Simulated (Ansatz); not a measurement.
# A thicker film of ZnS (10-10) from four thinner ones

In a field along its normal an insulating film takes a dipole p. Written as a length, p/(ε₀AE), it should grow by 1 − 1/ε for each ångström added.

Set-up. Ansatz 0.2.0, plane waves with PAW datasets (its set soft_2), PBE; wurtzite films relaxed at a bulk in-plane lattice constant near the measured one, then held in weak fields of both signs with a dipole correction (A is the cell's area, E the outer field).

| run | distance between the outer atoms (Å) | p/(ε₀AE) (Å) |
| --- | --- | --- |
| 3 units | 8.180 | 8.496 |
| 4 units | 11.513 | 11.269 |
| 5 units | 14.855 | 14.044 |
| 6 units | 18.201 | 16.820 |
| 8 units | 24.895 | ? |

**Question.** What value belongs in the row marked “?”, and how far can the other rows tell?

A least-squares line through the 4 rows shown has slope 0.8306 and intercept 1.7039; no row lies more than 0.002 Å off it. That slope means ε = 1/(1 − 0.8306) = 5.90. At 24.895 it gives 0.8306 × 24.895 + 1.7039 = 22.382 Å, beyond the rows fitted. Rounding and scatter of the rows alone allow about ±0.006 Å there.

The run itself gives 22.374 Å: a miss of −0.008 Å, or 0.0 % of the value. The length is met to within 1 %, though ε is more sensitive than the length: the two thickest films give ε = 5.87.

**Limits.** This is the electronic response alone. A unit is one step of the cut along the normal (a plane, a pair of planes or a cell), and the layers relax along it, away from their bulk spacing where the functional's lattice constant differs from the one held.
